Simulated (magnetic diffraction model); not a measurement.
# DyMg3Cu3 below its ordering temperature

Space group Pnma (no. 62), a = 8.6990 Å, b = 5.5820 Å, c = 11.2770 Å.

```csv
site,atom,x,y,z
4c,Dy,0.7340,3/4,0.5652
4c,Cu,0.6780,3/4,0.2538
8d,Cu,0.4353,0.4935,0.1885
4c,Mg,0.9391,3/4,0.0975
4c,Mg,0.8563,3/4,0.8665
4c,Mg,0.6063,3/4,0.0165
```

The compound is invented for this exercise: a known structure type with other elements, its cell scaled to their sizes and not relaxed.

Only Dy is taken to order (form factors of Dy3+); orders and moment sizes are assumed, and not adapted to the symmetry. Radiation: neutrons of λ = 1.8 Å (absorption by Dy left out), 5° to 30°; isotropic B of 0.43 Å² (Dy), 0.67 Å² (Cu) and 0.73 Å² (Mg). Simulated constant-wavelength pattern: nuclear and magnetic terms add, the magnetic one as |2.695 fm × Σ f S⊥ exp(2πi Q·r) exp(−B s²)|², summed over all Q at one angle with the factor 1/(sin²θ cos θ). For collinear order S is the moment m, which repeats by lattice and centring translations R with the sign exp(−2πi k·R). Free-ion form factors, Sears's scattering lengths of 1992, no absorption; a label names one of the reflections at its angle. The strongest nuclear line in the range is 100, and lines under 0.2 are left out.

Above the ordering temperature:

```csv
2θ (°),index,I
15.02,(1 0 1),5.3
18.37,(0 0 2),0.3
21.93,(1 0 2),36.6
23.88,(2 0 0),19.8
23.95,(1 1 1),100.0
25.63,(2 0 1),8.3
```

Below it (cell unchanged):

```tsv
2θ (°)	I
12.73	260.8
15.02	5.3
18.21	2.5
18.37	0.3
19.12	52.1
21.93	36.6
22.57	172.7
23.17	76.2
23.88	19.8
23.95	100.0
24.33	31.8
25.63	8.3
25.98	19.0
26.11	3.9
27.66	60.0
29.73	1.6
```

**Question.** Find the propagation vector, then choose among these models:
A. collinear moments along [001], 6.5 μB on Dy; signs + at (0.7340, 3/4, 0.5652), + at (0.7660, 1/4, 0.0652), − at (0.2340, 3/4, 0.9348), − at (0.2660, 1/4, 0.4348)
B. collinear moments along [010], 6.5 μB on Dy; signs + at (0.7340, 3/4, 0.5652), − at (0.7660, 1/4, 0.0652), + at (0.2340, 3/4, 0.9348), − at (0.2660, 1/4, 0.4348)
C. collinear moments along [010], 6.5 μB on Dy; signs + at (0.7340, 3/4, 0.5652), + at (0.7660, 1/4, 0.0652), − at (0.2340, 3/4, 0.9348), − at (0.2660, 1/4, 0.4348)
D. collinear moments along [001], 6.5 μB on Dy; signs + at (0.7340, 3/4, 0.5652), − at (0.7660, 1/4, 0.0652), + at (0.2340, 3/4, 0.9348), − at (0.2660, 1/4, 0.4348)

The new lines index as (1 0 1/2) at 12.73°, (1 0 3/2) at 18.21°, (0 1 1/2) at 19.12° and (1 1 1/2) at 22.57°, that is as H ± k with k = (0 0 1/2). Half indices mean that the moments reverse under translations with k·R a half-integer, and the magnetic cell has twice the primitive volume.

Magnetic intensity, observed (below minus above) and for each model:

| 2θ (°) | index | observed | A | B | C | D |
| --- | --- | --- | --- | --- | --- | --- |
| 12.73 | (1 0 1/2) | 260.8 | 260.8 | 128.9 | 299.6 | 112.2 |
| 13.75 | (0 0 3/2) | <0.2 | <0.2 | 5.3 | 177.6 | <0.2 |
| 18.21 | (1 0 3/2) | 2.5 | 2.5 | 197.9 | 5.9 | 84.6 |
| 19.12 | (0 1 1/2) | 52.1 | 52.1 | 7.4 | 3.2 | 121.0 |
| 22.57 | (1 1 1/2) | 172.7 | 172.7 | 24.9 | 57.9 | 74.3 |
| 25.98 | (1 0 5/2) | 19.0 | 19.0 | 5.3 | 89.5 | 1.1 |
| 26.11 | (1 1 3/2) | 3.9 | 3.9 | 89.3 | 2.7 | 130.9 |
| 27.66 | (2 0 3/2) | 60.0 | 60.0 | 2.4 | 80.1 | 1.8 |

Model A matches.

The absence at (0 0 3/2) is telling: Q lies along the moments there, so the part normal to Q vanishes.

The structure used: k = (0 0 1/2), collinear moments along [001], 6.5 μB on Dy; signs + at (0.7340, 3/4, 0.5652), + at (0.7660, 1/4, 0.0652), − at (0.2340, 3/4, 0.9348), − at (0.2660, 1/4, 0.4348).

[Logs are printed without paths, hosts, clocks, repeated set-up lines and the standing remarks that a program may print on its own settings, such as how far it seeks lower states.]
